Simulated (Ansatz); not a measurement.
# CdC2 (built on the sites of a database entry of MgC2): following an unstable mode

Wanted: the energy along a soft mode of CdC2 (built on the sites of a database entry of MgC2) and the structure at the end.

Program: Ansatz 0.2.0. Level of theory: DFT PBE, scalar-relativistic, plane waves, norm-conserving pseudopotentials. Results are calculated unless marked as measured.

Most raw output is cut from this account.

The structure was built from a prototype and need not be the compound's stable phase.

## Step 1: The starting structure

Symmetry: P4_2/mnm, No. 136, tetragonal system. Conventional cell: a = 3.965 Å, b = 3.965 Å, c = 5.913 Å, α = 90.00°, β = 90.00°, γ = 90.00°. Cd has 2 C at 2.18 Å nearest. C has 1 C at 1.25 Å and 1 Cd at 2.18 Å nearest. Farther neighbours are not listed.

## Step 2: Phonons on a q mesh

The cell comes from relaxations at this level that are not shown. Stability and thermal properties need the whole zone. Linear response on a 2×2×2 q mesh gives force constants as far as a supercell of that size would, and the tensors from the zone-centre run are typed in so that the long-range dipole term is interpolated apart.

input.yaml

```yaml
crystal:
  lattice:
    - [3.9651099776, 0.0, 0.0]
    - [0.0, 3.9651099776, 0.0]
    - [0.0, 0.0, 5.9125324408]
  atoms:
    - { symbol: Cd, position: [0.5, 0.5, 0.0] }
    - { symbol: Cd, position: [0.0, 0.0, 0.5] }
    - { symbol: C, position: [0.8884665355, 0.8884665355, 0.0] }
    - { symbol: C, position: [0.6115334645, 0.3884665355, 0.5] }
    - { symbol: C, position: [0.1115334645, 0.1115334645, 0.0] }
    - { symbol: C, position: [0.3884665355, 0.6115334645, 0.5] }
kpoints:
  mp_grid: { grid: [8, 8, 4] }
hamiltonian:
  xc: pbe
  pseudopotentials: { kind: nc }
scf:
  occupations: { method: fixed }
output:
  eigenvalues: true
phonons:
  method: dfpt
  qmesh: [2, 2, 2]
  temperatures: { t_max: 1000, t_step: 50 }
  qpath:
    path:
      - [[0.0, 0.0, 0.0], [0.0, 0.5, 0.0], [0.5, 0.5, 0.0], [0.0, 0.0, 0.0], [0.0, 0.0, 0.5], [0.0, 0.5, 0.5], [0.5, 0.5, 0.5], [0.0, 0.0, 0.5]]
      - [[0.0, 0.5, 0.0], [0.0, 0.5, 0.5]]
      - [[0.5, 0.5, 0.0], [0.5, 0.5, 0.5]]
    npoints: 10
  non_analytic_term:
    high_frequency_dielectric_tensor: [[5.1272, 0.0, 0.0], [0.0, 5.1272, 0.0], [0.0, 0.0, 4.2171]]
    born_effective_charges:
      - { species: Cd, tensor: [[2.3804, -0.2215, 0.0], [-0.2215, 2.3804, 0.0], [0.0, 0.0, 2.3428]] }
      - { species: Cd, tensor: [[2.3804, 0.2215, 0.0], [0.2215, 2.3804, 0.0], [0.0, 0.0, 2.3428]] }
      - { species: C, tensor: [[-1.1902, 0.1581, 0.0], [0.1581, -1.1902, 0.0], [0.0, 0.0, -1.1714]] }
      - { species: C, tensor: [[-1.1902, -0.1581, 0.0], [-0.1581, -1.1902, 0.0], [0.0, 0.0, -1.1714]] }
      - { species: C, tensor: [[-1.1902, 0.1581, 0.0], [0.1581, -1.1902, 0.0], [0.0, 0.0, -1.1714]] }
      - { species: C, tensor: [[-1.1902, -0.1581, 0.0], [-0.1581, -1.1902, 0.0], [0.0, 0.0, -1.1714]] }
    source: "zone-centre run at this cell"
```

Run with:

```sh
ansatz run input.yaml --threads 8 --pin off --max-ram 14336MiB --backend cpu --events-out ev --progress --plain --runs-dir out
```

It took 3.1 min on 8 threads of Intel Xeon 6975P-C (Granite Rapids), shared host; peak memory 3.2 GiB.

This step gave:

```
gap on the k-mesh                                       : 3.096 eV
volume per atom                                         : 15.49 Å³
sum-rule residual before enforcement                    : 5.96e-5 eV/Å²
lowest frequency on the path                            : -82.70 cm⁻¹
point group                                             : 4/mmm
highest frequency on the path or at a solved wavevector : 1950 cm⁻¹
highest optical mode at the zone centre (no LO-TO term) : 1948 cm⁻¹
lowest optical zone-centre mode                         : -79.6 cm⁻¹
lowest mode on the q mesh (acoustic modes at Γ apart)   : -82.7 cm⁻¹
```

Frequencies (cm⁻¹) solved at each irreducible wavevector; negative means imaginary. Frequencies by wavevector, by row:

| q in reciprocal lattice units | star | mode 1 | mode 2 | mode 3 | mode 4 | mode 16 | mode 17 | mode 18 |
| --- | --- | --- | --- | --- | --- | --- | --- | --- |
| 0 0 0 | 1 | -79.6 | -79.6 | -64.1 | 0 | 453.5 | 1947 | 1948 |
| 0 0 -0.5 | 1 | -82.7 | -82.7 | 31.8 | 31.8 | 454.1 | 1948 | 1948 |
| 0 -0.5 0 | 2 | -12.6 | -12.6 | 61.7 | 61.7 | 418.6 | 1949 | 1949 |
| 0 -0.5 -0.5 | 2 | 21.3 | 21.3 | 71.2 | 71.2 | 418.4 | 1949 | 1949 |
| -0.5 -0.5 0 | 1 | -22.5 | -22.5 | 43.8 | 43.8 | 473.9 | 1945 | 1945 |
| -0.5 -0.5 -0.5 | 1 | 47.1 | 47.1 | 54.5 | 54.5 | 474.2 | 1945 | 1945 |

Interpolated from a 2×2×2 q mesh, rough between the solved points, with the LO-TO term (at Γ the limit along the path; where Γ stands inside the path, tables give the limit on arrival). The phonon branches at the labelled points (cm⁻¹):

| point | branch 1 | branch 2 | branch 3 | branch 4 | branch 15 | branch 16 | branch 17 | branch 18 |
| --- | --- | --- | --- | --- | --- | --- | --- | --- |
| Γ | -80 | -64 | 0 | 0 | 454 | 481 | 1947 | 1948 |
| halfway | -38 | 32 | 35 | 47 | 436 | 456 | 1948 | 1948 |
| X | -13 | -13 | 62 | 62 | 419 | 419 | 1949 | 1949 |
| halfway | -19 | -19 | 54 | 54 | 446 | 446 | 1947 | 1947 |
| M | -22 | -22 | 44 | 44 | 474 | 474 | 1945 | 1945 |
| halfway | -34 | 26 | 28 | 53 | 416 | 464 | 1945 | 1950 |
| Γ | -80 | -64 | 0 | 0 | 454 | 481 | 1947 | 1948 |
| halfway | -81 | -81 | 18 | 18 | 454 | 454 | 1947 | 1948 |
| Z | -83 | -83 | 32 | 32 | 454 | 454 | 1948 | 1948 |
| halfway | -27 | -27 | 54 | 54 | 442 | 442 | 1948 | 1948 |
| R | 21 | 21 | 71 | 71 | 418 | 418 | 1949 | 1949 |
| halfway | 32 | 32 | 64 | 64 | 446 | 446 | 1947 | 1947 |
| A | 47 | 47 | 54 | 54 | 474 | 474 | 1945 | 1945 |
| halfway | -23 | 38 | 50 | 53 | 415 | 463 | 1945 | 1950 |
| Z | -83 | -83 | 32 | 32 | 454 | 454 | 1948 | 1948 |
| jump to X | -13 | -13 | 62 | 62 | 419 | 419 | 1949 | 1949 |
| halfway | 14 | 14 | 67 | 67 | 418 | 418 | 1949 | 1949 |
| R | 21 | 21 | 71 | 71 | 418 | 418 | 1949 | 1949 |
| jump to M | -22 | -22 | 44 | 44 | 474 | 474 | 1945 | 1945 |
| halfway | 36 | 36 | 46 | 46 | 474 | 474 | 1945 | 1945 |
| A | 47 | 47 | 54 | 54 | 474 | 474 | 1945 | 1945 |

Symmetry leaves 6 wavevectors to solve. The lowest mode among them, the acoustic zeros apart, lies at q = (0, 0, -0.5) and is imaginary, 82.7i cm⁻¹, so the energy falls along it.

## Step 3: The mode frozen in, largest atomic shift 0 Å

The mode followed lies at Γ with frequency 79.6i cm⁻¹ and is 2-fold degenerate, one of the unstable modes though not the softest. At small amplitude the distorted cell has space group no. 31 by a symmetry search on the positions. The undistorted cell that holds it gives the zero of energy on the same k mesh.

input.yaml, the sections that differ from step 2:

```yaml
scf:
  occupations: { method: gaussian, width: 0.02 }
output:
  forces: true
  stress: true
  eigenvalues: true
# crystal, kpoints, hamiltonian: as in step 2
# phonons: removed
```

Wall time 2.1 s (8 threads); peak memory 1.1 GiB; 15 s of CPU time.

This step gave:

```
pressure                         : 2.50e-4 GPa
energy from the undistorted cell : 0 meV/atom
```

At this level the gap is 3.10 eV on the k-mesh of the self-consistent run, which can miss the band edges.

## Step 4: The mode frozen in, largest atomic shift 0.22 Å

The atoms are moved along the unstable eigenvector, the largest shift by 0.22 Å, with the cell fixed.

input.yaml, the sections that differ from step 3:

```yaml
crystal:
  lattice:
    - [3.9651099776, 0.0, 0.0]
    - [0.0, 3.9651099776, 0.0]
    - [0.0, 0.0, 5.9125324408]
  atoms:
    - { symbol: Cd, position: [0.5092664654, 0.4836600376, 0.0] }
    - { symbol: Cd, position: [0.0092664654, 0.0163399624, 0.5] }
    - { symbol: C, position: [0.8451029339, 0.9230796512, 0.0] }
    - { symbol: C, position: [0.5681698629, 0.3538534198, 0.5] }
    - { symbol: C, position: [0.0681698629, 0.1461465802, 0.0] }
    - { symbol: C, position: [0.3451029339, 0.5769203488, 0.5] }
# kpoints, hamiltonian, scf, output: as in step 3
```

Wall time 5.2 s (8 threads); peak memory 1.1 GiB.

Numbers from this step:

| Property | Result |
| --- | --- |
| pressure | 0.2801 GPa |
| gap on the k-mesh | 3.354 eV |
| energy from the undistorted cell | -2.721 meV/atom |

The energy, extrapolated to zero smearing, is -2.72 meV/atom against the undistorted cell.

The run ends at a pressure of 0.28 GPa, with forces up to 0.29 eV/Å.

## Step 5: Energy along the mode, all amplitudes (two of the runs are shown above)

An imaginary frequency means negative curvature, so the energy should fall and then rise again as anharmonic terms take over.

Numbers from this step:

```yaml
depth_at_the_lowest_point_sampled: 2.721 meV/atom
largest_atomic_shift_at_that_point: 0.22 Å
```

Energy from the parent against largest atomic shift:

| largest atomic shift (Å) | energy from the parent (meV/atom) |
| --- | --- |
| 0.000 | 0 |
| 0.040 | -0.225 |
| 0.080 | -0.844 |
| 0.140 | -2.12 |
| 0.220 | -2.72 |
| 0.320 | 4.41 |

Displacement at unit largest shift by atom:

| atom | x (Å) | y (Å) | z (Å) | size |
| --- | --- | --- | --- | --- |
| Cd1 | 0.17 | -0.29 | 0.00 | 0.34 |
| Cd2 | 0.17 | 0.29 | 0.00 | 0.34 |
| C3 | -0.78 | 0.62 | 0.00 | 1.00 |
| C4 | -0.78 | -0.62 | 0.00 | 1.00 |
| C5 | -0.78 | 0.62 | 0.00 | 1.00 |
| C6 | -0.78 | -0.62 | 0.00 | 1.00 |

The lowest of the steps tried is at 0.22 Å, 2.72 meV/atom below the parent; the bottom of the well need not coincide with a step.

## Step 6: Relaxation from the frozen mode

Starting from the lowest point found, all atoms and the cell are let go, so that strain and other modes of the same symmetry can join in.

input.yaml: that of step 4 with these lines changed.

```diff
@@ -18,3 +18,3 @@
 scf:
-  occupations: { method: gaussian, width: 0.02 }
+  occupations: { method: fixed }
 output:
@@ -23 +23,6 @@
   eigenvalues: true
+relax:
+  adjacent_minimum: "off"
+  f_tol: 0.002
+  max_steps: 120
+  cell: { stress_tol: 0.03 }
```

Wall time 31 s (8 threads); peak memory 1.3 GiB.

Relaxation path:

```csv
step,energy less that of the first step (eV),largest force component (eV/Å),pressure (GPa),volume (Å³)
1,0.0000,0.2258,0.28,92.96
2,0.0171,0.0889,0.03,93.14
3,-0.0073,0.0451,0.04,93.10
4,-0.0073,0.0108,0.00,93.06
5,-0.0073,0.0003,0.00,93.05
6*,-0.0073,0.0003,0.00,93.05
```

Relaxation steps marked * repeat the geometry before them on a plane-wave basis chosen anew for their cell, so energy and pressure can jump there. Relaxation step 2 was tried and not accepted.

The run keeps the 4 symmetry operations that it works with, so distortions that break them were not tested.

```
     cell as run  before  after  change
           a (Å)   3.965  3.964  -0.0 %
           b (Å)   3.965  3.964  -0.0 %
           c (Å)   5.913  5.920  +0.1 %
volume (Å³/atom)   15.49  15.51  +0.1 %
```

The atoms that moved most (Å, as changes of fractional coordinates times the final cell):

| atom | dx | dy | dz | length |
| --- | --- | --- | --- | --- |
| C6 | -0.001 | 0.065 | 0.000 | 0.065 |
| C3 | -0.001 | -0.065 | 0.000 | 0.065 |
| Cd1 | -0.001 | -0.064 | 0.000 | 0.064 |
| Cd2 | -0.001 | 0.064 | 0.000 | 0.064 |
| C4 | 0.002 | 0.063 | 0.000 | 0.063 |
| C5 | 0.002 | -0.063 | 0.000 | 0.063 |

Final coordinates:

```cif
data_structure
_symmetry_space_group_name_H-M 'P 1'
_symmetry_Int_Tables_number 1
_cell_length_a 3.9643
_cell_length_b 3.9644
_cell_length_c 5.9203
_cell_angle_alpha 90.000
_cell_angle_beta 90.000
_cell_angle_gamma 90.000
_cell_volume 93.05
loop_
_atom_site_label
_atom_site_type_symbol
_atom_site_fract_x
_atom_site_fract_y
_atom_site_fract_z
_atom_site_occupancy
Cd1 Cd 0.50903 0.46742 0.00000 1
Cd2 Cd 0.00903 0.03258 0.50000 1
C3 C 0.84490 0.90663 0.00000 1
C4 C 0.56861 0.36970 0.50000 1
C5 C 0.06861 0.13030 0.00000 1
C6 C 0.34490 0.59337 0.50000 1
```

Numbers from this step:

* pressure: 0.004369 GPa
* gap on the k-mesh: 3.323 eV
* volume per atom: 15.51 Å³

The distorted start has space group Pmn2_1; the relaxation ends in Pmn2_1.

## Step 7: The new phase in its own primitive cell

The relaxed structure is symmetrised, reduced to its primitive cell and relaxed tightly, as its phonons need.

input.yaml

```yaml
crystal:
  lattice:
    - [5.9203150559, 0.0, 0.0]
    - [0.0, 3.9644499121, 0.0]
    - [0.0, 0.0, 3.9643213079]
  atoms:
    - { symbol: Cd, position: [0.0, 0.2174158645, 0.5090318716] }
    - { symbol: Cd, position: [0.5, 0.7825841355, 0.0090318716] }
    - { symbol: C, position: [0.0, 0.656625181, 0.8449016569] }
    - { symbol: C, position: [0.5, 0.1196952958, 0.5686057337] }
    - { symbol: C, position: [0.0, 0.8803047042, 0.0686057337] }
    - { symbol: C, position: [0.5, 0.343374819, 0.3449016569] }
kpoints:
  mp_grid: { grid: [4, 6, 6] }
hamiltonian:
  xc: pbe
  pseudopotentials: { kind: nc }
scf:
  occupations: { method: fixed }
output:
  forces: true
  stress: true
  eigenvalues: true
relax:
  adjacent_minimum: "off"
  f_tol: 0.001
  max_steps: 60
  cell: { stress_tol: 0.01 }
```

The job ended after 7.5 s (8 threads; peak memory 1.1 GiB; 56 s of CPU time).

Little changed from the start: no atom moved by 0.005 Å and no cell edge by 0.1 %.

Numbers from this step:

```
pressure           : 0.004367 GPa
gap on the k-mesh  : 3.433 eV
direct gap on mesh : 3.551 eV
```

The largest force component left is 0.25 meV/Å and the pressure is 0.004 GPa, within the tolerances set. The cell now holds 15.51 Å³/atom.

## Step 8: Modes of the new phase, k-mesh 4×6×6

A relaxed structure may still be a saddle point, so its zone-centre modes are computed. The response to a homogeneous field gives the Born charges and the dielectric tensor.

input.yaml: that of step 7 with these lines changed.

```diff
@@ -20,9 +20,6 @@
 output:
-  forces: true
-  stress: true
   eigenvalues: true
-relax:
-  adjacent_minimum: "off"
-  f_tol: 0.001
-  max_steps: 60
-  cell: { stress_tol: 0.01 }
+phonons:
+  method: dfpt
+  dielectric: true
+  rigid_motions: translations
```

The job ended after 84 s (8 threads; peak memory 4.2 GiB; 11 min of CPU time).

This step gave:

```
sum-rule residual before enforcement                    : 5.88e-4 eV/Å²
miss of the charge sum rule                             : 0.005599 e
estimated error of the dielectric tensor                : 0.01618
estimated error of the Born charges                     : 0.02430 e
point group                                             : mm2
highest optical mode at the zone centre (no LO-TO term) : 1924 cm⁻¹
lowest optical zone-centre mode                         : -58.77 cm⁻¹
mean high-frequency dielectric constant                 : 4.758
largest Born charge (third of the trace)                : 2.278 e
top of the zone-centre spectrum with the field          : 1924 cm⁻¹
```

Without the LO-TO term. Patterns of degenerate modes are one choice out of their space. Modes at Γ, with each element's share of the kinetic energy (negative means imaginary):

```csv
mode,frequency (cm⁻¹),symmetry,Cd %,C %
1,-58.8,B1,18,82
2,0.0,acoustic,82,18
3,0.0,acoustic,82,18
4,0.0,acoustic,82,18
5,45.8,A2,98,2
6,50.4,A1,90,10
7,52.5,B2,90,10
8,137.2,A1,11,89
9,137.7,B2,11,89
10,257.3,A2,0,100
11,260.9,B1,0,100
12,288.3,A2,2,98
13,367.4,A1,4,96
14,373.1,B2,4,96
15,444.0,A1,13,87
16,445.6,B2,13,87
17,1922.7,A1,0,100
18,1924.0,B2,0,100
```

Displacements in mode 1 (-58.8 cm⁻¹), the largest set to 1:
```
Cd1 -0.20  0.00  0.00
Cd2 -0.20  0.00  0.00
C3   0.90  0.00  0.00
C4   1.00  0.00  0.00
C5   1.00  0.00  0.00
C6   0.90  0.00  0.00
```

Displacements in mode 17 (1922.7 cm⁻¹), the largest set to 1:
```
Cd1  0.00  0.00  0.00
Cd2  0.00  0.00  0.00
C3   0.00  1.00  0.98
C4   0.00  0.98 -1.00
C5   0.00 -0.98 -1.00
C6   0.00 -1.00  0.98
```

Optical modes at the zone centre, without and with the macroscopic field of the longitudinal modes; each column is sorted by frequency, so a row need not hold one and the same mode. Modes with and without the field, by row:

| rank among optical modes | no field (cm⁻¹) | q along (1, 0, 0) (cm⁻¹) | q along (0, 1, 0) (cm⁻¹) | q along (0, 0, 1) (cm⁻¹) |
| --- | --- | --- | --- | --- |
| 1 | -58.8 | 45.8 | -58.8 | -58.8 |
| 2 | 45.8 | 50.4 | 45.8 | 45.8 |
| 3 | 50.4 | 52.5 | 50.4 | 52.5 |
| 4 | 52.5 | 137.2 | 54.3 | 52.5 |
| 5 | 137.2 | 137.7 | 137.2 | 137.7 |
| 6 | 137.7 | 253.4 | 216.6 | 217.8 |
| 7 | 257.3 | 257.3 | 257.3 | 257.3 |
| 8 | 260.9 | 260.9 | 260.9 | 260.9 |
| 9 | 288.3 | 288.3 | 288.3 | 288.3 |
| 10 | 367.4 | 367.4 | 367.4 | 373.1 |
| 11 | 373.1 | 373.1 | 381.6 | 374.8 |
| 12 | 444 | 444 | 444 | 445.6 |
| 13 | 445.6 | 445.6 | 467.8 | 467 |
| 14 | 1923 | 1923 | 1923 | 1923 |
| 15 | 1924 | 1924 | 1924 | 1924 |

Born charge (rows field, columns displacement) (e), principal values of the symmetric part by kind of site:

| atom | atoms with these values | low | middle | high | mean |
| --- | --- | --- | --- | --- | --- |
| Cd1 | 2 | 2.16 | 2.29 | 2.38 | 2.28 |
| C3 | 2 | -1.33 | -1.09 | -0.93 | -1.12 |
| C4 | 2 | -1.33 | -1.20 | -0.95 | -1.16 |

In full for C3:

```
-1.09  0.00  0.00
 0.00 -0.96  0.22
 0.00 -0.01 -1.30
```

High-frequency dielectric tensor:

```
4.14 0.00 0.00
0.00 5.06 0.00
0.00 0.00 5.08
```

Transverse modes; imaginary modes are left out. Lines of the infrared spectrum (strongest = 100):

```csv
position (cm⁻¹),relative intensity
46,0.0
50,2.1
52,1.9
137,100
138,98
257,0.0
261,0.0
288,0.0
367,17
373,20
444,48
446,46
1923,3.5
1924,4.1
```

Before it was imposed, the acoustic sum rule was missed by 5.9e-4 eV/Å² and the charge sum rule by 0.0056 e. Small misses are needed for a sound result but don't prove that mesh and cutoff are converged. The lowest optical mode is imaginary, 58.8i cm⁻¹, so the energy falls along it.

## Step 9: Summary of results

- unstable mode of the parent: q = (0, 0, 0), 80i cm⁻¹
- depth at the lowest point sampled: 2.72 meV/atom
- largest atomic shift at that point: 0.22 Å
- space group reached (within 0.01 Å): Pmn2_1
- energy gained over the parent (first relaxation, on the mesh of the frozen mode): 3.95 meV/atom
- volume per atom, phase reached: 15.5 Å³
- gap on the k-mesh, phase reached: 3.43 eV
- lowest optical zone-centre mode, phase reached: -58.8 cm⁻¹
- highest optical mode at the zone centre (no LO-TO term), phase reached: 1924 cm⁻¹

Along this mode the structure falls into Pmn2_1, 3.95 meV/atom below the parent. At the parent's cell the well is 2.721 meV/atom deep on the steps tried, with its lowest point at a shift of 0.22 Å. Relaxing atoms and cell changes the gain by +1.22 meV/atom against the lowest step (energies at zero smearing). The new phase still has an imaginary mode at the zone centre of its cell, so it is a saddle point on the way to a lower structure. Of the 4 patterns followed to their end from this parent, this one reaches the lowest energy. Another end point lies within 1 meV/atom; how such a difference moves with mesh and cutoff was not tested. Each path keeps the symmetry of its pattern, so a lower phase may lie along a pattern not tried. The q mesh stands for a supercell only 7.9 Å across, so branches between the solved wavevectors are rough. The program warns that the interpolation holds no quadrupole term, so branches close to Γ can be off in this crystal. The starting cell was built on a prototype and not taken from a measurement, so the phase need not exist.

[Logs are printed without paths, hosts, clocks, repeated set-up lines and the standing remarks that a program may print on its own settings, such as how far it seeks lower states.]

[Hosts, paths, dates, database ids (printed as entryN), source tags and the programs' standing remarks are cut or masked in the printed files.]
